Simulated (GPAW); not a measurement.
# Conductance along a series: a carbon nanotube (3, 3); atoms of 3 repeats displaced at random

Wanted: the trend of the zero-bias conductance over a family of junctions, a carbon nanotube (3, 3); atoms of 3 repeats displaced at random.

Main program and level: GPAW 26.7.0; GPAW LCAO, PAW setups; Landauer transmission from Green's functions with principal layers (ASE), zero bias.

## Step 1: The starting structure

The cell holds 132 atoms: 132 C. Cell: a = 12.068 Å, b = 12.068 Å, c = 27.055 Å, α = 90.0°, β = 90.0°, γ = 90.0°. Regions: left lead, 48 atoms (48 C); channel, 36 atoms (36 C); right lead, 48 atoms (48 C). Vacuum lies along a and b. The structure is stacked along c, and the current runs across the ab planes.

## Step 2: Junction, displacement 0.02 Å

The structure changes from member to member while basis and functional stay, so that the trend is less open to errors of the level than any single value.

Input file run.py:

```python
import json
import numpy as np
from ase import Atoms
from ase.transport.calculators import TransportCalculator
from gpaw import GPAW, FermiDirac
from gpaw.lcao.tools import get_lcao_hamiltonian
from scipy.linalg import eigh

# The junction with lead layers at both ends, along the third cell vector
device = Atoms(
    ['C', 'C', 'C', 'C', 'C', 'C', 'C', 'C', 'C', 'C', 'C', 'C', 'C', 'C', 'C', 'C', 'C', 'C', 'C', 'C', 'C', 'C', 'C', 'C', 'C', 'C', 'C', 'C', 'C', 'C', 'C', 'C', 'C', 'C', 'C', 'C', 'C', 'C', 'C', 'C', 'C', 'C', 'C', 'C', 'C', 'C', 'C', 'C', 'C', 'C', 'C', 'C', 'C', 'C', 'C', 'C', 'C', 'C', 'C', 'C', 'C', 'C', 'C', 'C', 'C', 'C', 'C', 'C', 'C', 'C', 'C', 'C', 'C', 'C', 'C', 'C', 'C', 'C', 'C', 'C', 'C', 'C', 'C', 'C', 'C', 'C', 'C', 'C', 'C', 'C', 'C', 'C', 'C', 'C', 'C', 'C', 'C', 'C', 'C', 'C', 'C', 'C', 'C', 'C', 'C', 'C', 'C', 'C', 'C', 'C', 'C', 'C', 'C', 'C', 'C', 'C', 'C', 'C', 'C', 'C', 'C', 'C', 'C', 'C', 'C', 'C', 'C', 'C', 'C', 'C', 'C', 'C'],
    positions=[
        [4.12267, 6.72967, 0.61488],
        [5.01700, 7.79550, 0.61488],
        [5.01700, 4.27250, 0.61488],
        [6.38720, 4.03090, 0.61488],
        [7.59213, 7.34143, 0.61488],
        [8.06800, 6.03400, 0.61488],
        [4.00000, 6.03400, 1.84463],
        [4.47587, 4.72657, 1.84463],
        [5.68080, 8.03710, 1.84463],
        [7.05100, 7.79550, 1.84463],
        [7.05100, 4.27250, 1.84463],
        [7.94534, 5.33833, 1.84463],
        [4.12267, 6.72967, 3.07439],
        [5.01700, 7.79550, 3.07439],
        [5.01700, 4.27250, 3.07439],
        [6.38720, 4.03090, 3.07439],
        [7.59213, 7.34143, 3.07439],
        [8.06800, 6.03400, 3.07439],
        [4.00000, 6.03400, 4.30415],
        [4.47587, 4.72657, 4.30415],
        [5.68080, 8.03710, 4.30415],
        [7.05100, 7.79550, 4.30415],
        [7.05100, 4.27250, 4.30415],
        [7.94534, 5.33833, 4.30415],
        [4.12267, 6.72967, 5.53390],
        [5.01700, 7.79550, 5.53390],
        [5.01700, 4.27250, 5.53390],
        [6.38720, 4.03090, 5.53390],
        [7.59213, 7.34143, 5.53390],
        [8.06800, 6.03400, 5.53390],
[... 96 atom lines left out ...]
        [4.00000, 6.03400, 26.43976],
        [4.47587, 4.72657, 26.43976],
        [5.68080, 8.03710, 26.43976],
        [7.05100, 7.79550, 26.43976],
        [7.05100, 4.27250, 26.43976],
        [7.94534, 5.33833, 26.43976]],
    cell=[[12.068, 0.0, 0.0], [0.0, 12.068, 0.0], [0.0, 0.0, 27.05463]],
    pbc=True)

# One principal layer of the lead: the first 36 atoms of the device
lead = Atoms(
    ['C', 'C', 'C', 'C', 'C', 'C', 'C', 'C', 'C', 'C', 'C', 'C', 'C', 'C', 'C', 'C', 'C', 'C', 'C', 'C', 'C', 'C', 'C', 'C', 'C', 'C', 'C', 'C', 'C', 'C', 'C', 'C', 'C', 'C', 'C', 'C'],
    positions=[
        [4.12267, 6.72967, 0.61488],
        [5.01700, 7.79550, 0.61488],
        [5.01700, 4.27250, 0.61488],
        [6.38720, 4.03090, 0.61488],
        [7.59213, 7.34143, 0.61488],
        [8.06800, 6.03400, 0.61488],
        [4.00000, 6.03400, 1.84463],
        [4.47587, 4.72657, 1.84463],
        [5.68080, 8.03710, 1.84463],
        [7.05100, 7.79550, 1.84463],
        [7.05100, 4.27250, 1.84463],
        [7.94534, 5.33833, 1.84463],
        [4.12267, 6.72967, 3.07439],
        [5.01700, 7.79550, 3.07439],
        [5.01700, 4.27250, 3.07439],
        [6.38720, 4.03090, 3.07439],
        [7.59213, 7.34143, 3.07439],
        [8.06800, 6.03400, 3.07439],
        [4.00000, 6.03400, 4.30415],
        [4.47587, 4.72657, 4.30415],
        [5.68080, 8.03710, 4.30415],
        [7.05100, 7.79550, 4.30415],
        [7.05100, 4.27250, 4.30415],
        [7.94534, 5.33833, 4.30415],
        [4.12267, 6.72967, 5.53390],
        [5.01700, 7.79550, 5.53390],
        [5.01700, 4.27250, 5.53390],
        [6.38720, 4.03090, 5.53390],
        [7.59213, 7.34143, 5.53390],
        [8.06800, 6.03400, 5.53390],
        [4.00000, 6.03400, 6.76366],
        [4.47587, 4.72657, 6.76366],
        [5.68080, 8.03710, 6.76366],
        [7.05100, 7.79550, 6.76366],
        [7.05100, 4.27250, 6.76366],
        [7.94534, 5.33833, 6.76366]],
    cell=[[12.068, 0.0, 0.0], [0.0, 12.068, 0.0], [0.0, 0.0, 7.37854]],
    pbc=True)

settings = dict(mode='lcao', basis='szp(dzp)', xc='PBE', h=0.2,
                occupations=FermiDirac(0.1), maxiter=250,
                mixer=dict(beta=0.1, nmaxold=8, weight=100.0),
                convergence=dict(density=0.0001))
energies = np.arange(-2, 2 + 1e-9, 0.05)
eta = 0.0001
n1, n2 = 1, 1
# k and -k transmit alike, so half of the mesh across the current serves
mesh = [(i, j) for i in range(n1) for j in range(n2) if (i, j) <= (-i % n1, -j % n2)]
weights = np.array([1 if (i, j) == (-i % n1, -j % n2) else 2 for i, j in mesh]) / (n1 * n2)


def ground_state(atoms, size, txt):
    atoms.calc = GPAW(kpts={'size': size, 'gamma': True}, symmetry={'tolerance': 1e-3}, txt=txt, **settings)
    atoms.get_potential_energy()
    return atoms.calc.get_fermi_level()


def blocks(atoms, fermi, points, nz, cells):
    """H - E_F S and S between cell 0 and the cells above it, at each point across the current."""
    kz = np.arange(nz) / nz
    calc = atoms.calc.fixed_density(kpts=[(*k, z) for k in points for z in kz], symmetry='off', txt=None)
    H, S = get_lcao_hamiltonian(calc)
    H = (H - fermi * S).reshape(len(H), len(points), nz, *S.shape[1:])
    S = S.reshape(H.shape[1:])
    phases = [np.exp(-2j * np.pi * kz * R) / nz for R in cells]
    return [(np.einsum('skzij,z->ksij', H, p), np.einsum('kzij,z->kij', S, p)) for p in phases]


def pair(a, b):
    return np.block([[a, b], [b.T.conj(), a]])


def count_channels(h, s, cells, nk=240):
    """Half the number of times that the lead's bands cross each energy, unfolded to its shortest repeat."""
    b = len(h) // cells
    bands = []
    for k in (np.arange(nk + 1) + 0.5) / nk:
        hk, sk = h[:b, :b].copy(), s[:b, :b].copy()
        for R in range(1, cells):
            phase, block = np.exp(2j * np.pi * k * R), slice(R * b, (R + 1) * b)
            hk += h[:b, block] * phase + (h[:b, block] * phase).T.conj()
            sk += s[:b, block] * phase + (s[:b, block] * phase).T.conj()
        w, u = eigh(sk)
        x = u[:, w > 1e-5] / w[w > 1e-5]**0.5  # drop near-dependent combinations
        bands.append(np.r_[eigh(x.T.conj() @ hk @ x, eigvals_only=True), [1e9] * (w <= 1e-5).sum()])
    below = np.array(bands)[:, :, None] < energies
    return (below[1:] != below[:-1]).sum((0, 1)) / 2


fermi_lead = ground_state(lead, (1, 1, 15), 'lead.txt')
fermi_device = ground_state(device, (1, 1, 3), 'device.txt')
T, channels, eigen, tail, misfit, shifts = [], [], [], 0.0, 0.0, []
for first in range(0, len(mesh), 6):
    points = [(i / n1, j / n2) for i, j in mesh[first:first + 6]]
    (H0k, S0k), (H1k, S1k), (H2k, _) = blocks(lead, fermi_lead, points, 5, range(3))
    [(Hk, Sk)] = blocks(device, fermi_device, points, 2, [0])
    tail = max(tail, abs(H2k).max())
    for H0, S0, H1, S1, H, S in zip(H0k, S0k, H1k, S1k, Hk, Sk):
        n = len(S0)
        # Shift the lead onto the potential of the device's first layer
        shift = ((H[:, 0, 0] - H0[:, 0, 0]) / S0[0, 0]).real.mean()
        shifts.append(shift)
        misfit = max(misfit, abs(H[:, :n, :n] - H0 - shift * S0).max())
        Tk, Ck, Ek = [], [], []
        for s in range(len(H)):
            t = s % len(H0)  # a lead without moments serves both spins
            h1, s1 = pair(H0[t] + shift * S0, H1[t] + shift * S1), pair(S0, S1)
            leads = dict(h1=h1, s1=s1, energies=energies, eta=eta, eta1=eta, eta2=eta)
            calc = TransportCalculator(h=H[s], s=S, eigenchannels=3, **leads)
            Tk.append(calc.get_transmission())
            Ek.append(np.sort(calc.eigenchannels_ne, axis=0)[::-1])
            Ck.append(count_channels(h1, s1, 6))
        T.append(Tk)
        channels.append(Ck)
        eigen.append(Ek)
T, channels = np.array(T), np.array(channels)
mean, open_channels = np.einsum('kse,k->se', T, weights), np.einsum('kse,k->se', channels, weights)

print(f'basis functions: device {len(S)}, principal layer {n}')
print(f'Fermi level: lead {fermi_lead:.4f} eV, device {fermi_device:.4f} eV; lead shifted by {np.mean(shifts):.4f} eV')
print(f'largest coupling past the next layer {tail:.2e} eV, largest misfit of the first layer {misfit:.3f} eV')
print('  E-E_F (eV)   ' + 'T (one spin)  channels')
for e, t, c in zip(energies, mean.T, open_channels.T):
    print(f'{e:10.3f}  ', *[f'{x:11.4e}' for x in t], *[f'{x:9.4f}' for x in c])

kT = 8.617333e-5 * 200
fine = np.linspace(energies[0], energies[-1], 4001)
both = np.exp(np.interp(fine, energies, np.log(np.maximum(mean.sum(0) * 2 / len(mean), 1e-30))))
fermi = lambda mu: 1 / (1 + np.exp(np.clip((fine - mu) / kT, -200, 200)))
slope = fermi(0) * (1 - fermi(0)) / kT
G = np.trapezoid(both * slope, fine) / 2
seebeck = -np.trapezoid(both * slope * fine, fine) / (2 * G * 200) * 1e6
print(f'conductance at 200 K: {G:.5g} G0 a cell; thermopower {seebeck:.4g} uV/K')
bias = [0.1, 0.2, 0.5, 1.0, 1.5, 2.0]
current = [38.74 * np.trapezoid(both * (fermi(V / 2) - fermi(-V / 2)), fine) for V in bias]
for V, I in zip(bias, current):
    print(f'current from the zero-bias T(E) at {V} V: {I:.5g} uA')
zero = abs(energies).argmin()
json.dump(dict(energies=energies.tolist(), T=mean.tolist(), channels=open_channels.tolist(), G=G, seebeck=seebeck,
               bias=bias, current=current, tail=tail, misfit=misfit, shift=np.mean(shifts), n_device=len(S), n_lead=n,
               fermi=[fermi_lead, fermi_device], energy=device.get_potential_energy(),
               moments=device.get_magnetic_moments().tolist(), mesh=mesh, weights=weights.tolist(),
               T_k=T[:, :, zero].tolist(), eigen=np.array(eigen[0]).tolist()), open('result.json', 'w'))
```

Started as:

```
$ OMP_NUM_THREADS=1 OPENBLAS_NUM_THREADS=1 python run.py
```

Output:

```text
basis functions: device 1188, principal layer 324
Fermi level: lead -2.5809 eV, device -2.5868 eV; lead shifted by 0.0024 eV
largest coupling past the next layer 5.16e-15 eV, largest misfit of the first layer 0.010 eV
  E-E_F (eV)   T (one spin)  [channel counts left out]
    -2.000    9.9834e-01
    -1.950    9.9831e-01
    -1.900    9.9829e-01
    -1.850    9.9826e-01
    -1.800    9.9824e-01
    -1.750    9.9822e-01
    -1.700    9.9820e-01
    -1.650    9.9818e-01
    -1.600    9.9816e-01
    -1.550    9.9815e-01
    -1.500    9.9815e-01
    -1.450    9.9816e-01
    -1.400    9.9818e-01
    -1.350    9.9825e-01
    -1.300    9.9840e-01
    -1.250    9.9872e-01
[...]
1.650    4.8523e+00
     1.700    4.8552e+00
     1.750    4.8591e+00
     1.800    4.8623e+00
     1.850    4.8652e+00
     1.900    4.8678e+00
     1.950    4.8701e+00
     2.000    4.8719e+00
conductance at 200 K: 1.9691 G0 a cell; thermopower -0.07753 uV/K
current from the zero-bias T(E) at 0.1 V: 15.255 uA
current from the zero-bias T(E) at 0.2 V: 30.506 uA
current from the zero-bias T(E) at 0.5 V: 76.219 uA
current from the zero-bias T(E) at 1.0 V: 152.14 uA
current from the zero-bias T(E) at 1.5 V: 228.03 uA
current from the zero-bias T(E) at 2.0 V: 354.25 uA
```

The job ended after 15 min (1 thread of Arm Neoverse V1, shared host; peak memory 2.1 GiB).

Numbers from this step:

```yaml
conductance: 1.969 G₀
largest_coupling_past_the_next_principal_layer: 5.16e-15 eV
largest_misfit_of_the_first_principal_layer: 0.01031 eV
shift_that_aligns_the_lead: 0.002424 eV
basis_functions_of_the_junction: 1188
basis_functions_of_a_principal_layer: 324
transmission_at_the_fermi_level_one_spin: 1.970
```

One spin. Table of transmission, zone mean by energy, zero at the Fermi level:

energy (eV), transmission, zone mean and a bar from the least value:
```
   -2.000       1.00 
   -1.800       1.00 
   -1.600       1.00 
   -1.400       1.00 
   -1.200       1.80 #####
   -1.000       1.90 ######
   -0.800       1.91 ######
   -0.600       1.93 ######
   -0.400       1.95 ######
   -0.200       1.96 ######
    0.000       1.97 ######
    0.200       1.97 ######
    0.400       1.97 ######
    0.600       1.97 ######
    0.800       3.41 ################
    1.000       5.53 ##############################
    1.200       4.56 ########################
    1.400       4.83 #########################
    1.600       4.85 #########################
    1.800       4.86 ##########################
    2.000       4.87 ##########################
```

Not self-consistent under bias; the bias window is split evenly. Current through one cell, from the zero-bias transmission against bias:

```tsv
bias (V)	current through one cell, from the zero-bias transmission (μA)
0.100	15.3
0.200	30.5
0.500	76.2
1.000	152
1.500	228
2.000	354
```

Table of transmission of the three most open eigenchannels by energy, zero at the Fermi level:

```tsv
energy (eV)	channel 1	channel 2	channel 3
-2.000	0.998	5.4e-11	4.0e-11
-1.800	0.998	1.0e-12	0
-1.600	0.998	0	0
-1.400	0.998	0	0
-1.200	0.995	0.807	0
-1.000	0.998	0.902	0
-0.800	0.996	0.919	0
-0.600	0.994	0.936	0
-0.400	0.995	0.951	0
-0.200	0.997	0.962	0
0.000	0.999	0.971	0
0.200	0.996	0.977	0
0.400	0.990	0.982	2.9e-12
0.600	0.993	0.974	1.6e-10
0.800	0.973	0.954	0.674
1.000	0.991	0.972	0.953
1.200	0.997	0.990	0.966
1.400	0.998	0.987	0.973
1.600	0.998	0.989	0.977
1.800	0.996	0.991	0.981
2.000	0.995	0.992	0.984
```

Couplings past the next layer reach 5.2e-15 eV, small enough to drop; the matrix elements of the cell's first layer differ from the bulk lead's by up to 0.010 eV. That layer keeps its own values in the calculation, and only beyond it is the lead taken as perfect. The Fermi levels of lead and junction count from different zeros of potential, one for each periodic cell; with both set to zero, the small remaining shift is what aligns them. By hand: G = 1.969 × 77.48 μS = 153 μS, a resistance of 6.55 kΩ; at 0.1 V a linear junction would pass 15.3 μA, and the integral over the bias window gives 15.3 μA.

## Step 3: Member of the series: displacement = 0.05

run.py is that of step 2.

Atom lines that are left out differ too.

Output:

```text
basis functions: device 1188, principal layer 324
Fermi level: lead -2.5809 eV, device -2.5954 eV; lead shifted by 0.0029 eV
largest coupling past the next layer 5.16e-15 eV, largest misfit of the first layer 0.021 eV
  E-E_F (eV)   T (one spin)  [channel counts left out]
    -2.000    9.9561e-01
    -1.950    9.9622e-01
    -1.900    9.9644e-01
    -1.850    9.9659e-01
    -1.800    9.9671e-01
    -1.750    9.9684e-01
    -1.700    9.9698e-01
    -1.650    9.9713e-01
    -1.600    9.9729e-01
    -1.550    9.9746e-01
    -1.500    9.9765e-01
    -1.450    9.9787e-01
    -1.400    9.9814e-01
    -1.350    9.9842e-01
    -1.300    9.9751e-01
    -1.250    4.1992e-01
[...]
1.650    4.1878e+00
     1.700    4.2017e+00
     1.750    4.2167e+00
     1.800    4.2285e+00
     1.850    4.2388e+00
     1.900    4.2476e+00
     1.950    4.2549e+00
     2.000    4.2609e+00
conductance at 200 K: 1.8461 G0 a cell; thermopower -0.3866 uV/K
current from the zero-bias T(E) at 0.1 V: 14.299 uA
current from the zero-bias T(E) at 0.2 V: 28.579 uA
current from the zero-bias T(E) at 0.5 V: 71.195 uA
current from the zero-bias T(E) at 1.0 V: 140.82 uA
current from the zero-bias T(E) at 1.5 V: 203.42 uA
current from the zero-bias T(E) at 2.0 V: 298.41 uA
```

Elapsed: 16 min, on 1 thread; peak memory 2.1 GiB.

Numbers from this step:

- conductance: 1.846 G₀
- largest misfit of the first principal layer: 0.02063 eV
- shift that aligns the lead: 0.002897 eV
- transmission at the Fermi level (one spin): 1.847

One spin. The transmission, zone mean by energy, zero at the Fermi level:

```tsv
energy (eV)	transmission, zone mean
-2.00	0.996
-1.85	0.997
-1.70	0.997
-1.60	0.997
-1.45	0.998
-1.30	0.998
-1.15	1.49
-1.05	1.55
-0.90	1.58
-0.75	1.61
-0.60	1.66
-0.50	1.70
-0.35	1.75
-0.20	1.80
-0.05	1.84
0.00	1.85
0.05	1.85
0.20	1.86
0.35	1.86
0.50	1.84
0.60	1.82
0.75	0.989
0.90	4.07
1.05	4.30
1.15	4.13
1.30	3.50
1.45	4.04
1.60	4.17
1.70	4.20
1.85	4.24
2.00	4.26
```

Not self-consistent under bias; the bias window is split evenly. The current through one cell, from the zero-bias transmission by bias:

```tsv
bias (V)	current through one cell, from the zero-bias transmission (μA)
0.100	14.3
0.200	28.6
0.500	71.2
1.000	141
1.500	203
2.000	298
```

The transmission of the three most open eigenchannels by energy, zero at the Fermi level:

```tsv
energy (eV)	channel 1	channel 2	channel 3
-2.000	0.996	2.4e-10	7.5e-11
-1.800	0.997	2.3e-12	1.2e-12
-1.600	0.997	0	0
-1.400	0.998	0	0
-1.200	0.992	0.362	0
-1.000	0.990	0.573	0
-0.800	0.975	0.627	0
-0.600	0.966	0.693	0
-0.400	0.971	0.763	0
-0.200	0.986	0.816	0
0.000	0.993	0.854	0
0.200	0.978	0.883	0
0.400	0.951	0.900	6.1e-12
0.600	0.963	0.860	7.9e-10
0.800	0.848	0.687	0.475
1.000	0.974	0.881	0.789
1.200	0.989	0.950	0.828
1.400	0.996	0.957	0.831
1.600	0.994	0.951	0.873
1.800	0.981	0.959	0.910
2.000	0.973	0.954	0.920
```

The conductance, 1.85 G₀, lies 6.2 % below that of the member before.

## Step 4: Member of the series: displacement = 0.08

run.py is that of step 3.

Atom lines that are left out differ too.

Output:

```text
basis functions: device 1188, principal layer 324
Fermi level: lead -2.5809 eV, device -2.6068 eV; lead shifted by 0.0029 eV
largest coupling past the next layer 5.16e-15 eV, largest misfit of the first layer 0.025 eV
  E-E_F (eV)   T (one spin)  [channel counts left out]
    -2.000    4.2870e-01
    -1.950    9.5395e-01
    -1.900    9.8684e-01
[...]
1.950    3.4614e+00
     2.000    3.4493e+00
conductance at 200 K: 1.6581 G0 a cell; thermopower -0.7517 uV/K
current from the zero-bias T(E) at 0.1 V: 12.839 uA
current from the zero-bias T(E) at 0.2 V: 25.64 uA
current from the zero-bias T(E) at 0.5 V: 63.545 uA
current from the zero-bias T(E) at 1.0 V: 124.07 uA
current from the zero-bias T(E) at 1.5 V: 173.08 uA
current from the zero-bias T(E) at 2.0 V: 246.51 uA
```

Elapsed: 17 min, on 1 thread; peak memory 2.1 GiB.

The conductance, 1.66 G₀, lies 10 % below that of the member before.

## Step 5: Member of the series: displacement = 0.12

run.py is that of step 4.

Atom lines that are left out differ too.

Output:

```text
basis functions: device 1188, principal layer 324
Fermi level: lead -2.5809 eV, device -2.6271 eV; lead shifted by 0.0009 eV
largest coupling past the next layer 5.16e-15 eV, largest misfit of the first layer 0.055 eV
  E-E_F (eV)   T (one spin)  [channel counts left out]
    -2.000    6.7469e-01
    -1.950    2.9163e-01
    -1.900    3.9861e-01
[...]
1.950    2.4462e+00
     2.000    2.3954e+00
conductance at 200 K: 1.3241 G0 a cell; thermopower -1.121 uV/K
current from the zero-bias T(E) at 0.1 V: 10.242 uA
current from the zero-bias T(E) at 0.2 V: 20.411 uA
current from the zero-bias T(E) at 0.5 V: 50.202 uA
current from the zero-bias T(E) at 1.0 V: 92.932 uA
current from the zero-bias T(E) at 1.5 V: 123.31 uA
current from the zero-bias T(E) at 2.0 V: 177.29 uA
```

Wall time 18 min (1 thread); peak memory 2.1 GiB.

One spin. Transmission, zone mean against energy, zero at the Fermi level:

```tsv
energy (eV)	transmission, zone mean
-2.00	0.675
-1.90	0.399
-1.80	0.539
-1.70	0.968
-1.55	0.997
-1.50	0.998
-1.45	0.997
-1.35	0.980
-1.25	0.996
-1.15	1.02
-1.05	0.995
-0.90	0.962
-0.80	0.951
-0.70	0.953
-0.60	0.972
-0.50	1.01
-0.40	1.07
-0.25	1.17
-0.15	1.25
-0.05	1.30
0.00	1.33
0.05	1.33
0.15	1.34
0.25	1.34
0.35	1.41
0.40	0.855
0.50	0.903
0.60	0.504
0.70	0.498
0.80	1.37
0.90	2.25
1.05	2.21
1.15	2.15
1.25	2.26
1.35	2.38
1.45	2.55
1.55	2.70
1.65	2.76
1.70	2.73
1.80	2.63
1.90	2.50
2.00	2.40
```

The conductance, 1.32 G₀, lies 20 % below that of the member before.

[end of part 1 of 2]

[Logs are printed without paths, hosts, clocks, repeated set-up lines and the standing remarks that a program may print on its own settings, such as how far it seeks lower states.]

[Hosts, paths, dates, database ids (printed as entryN), source tags and the programs' standing remarks are cut or masked in the printed files.]
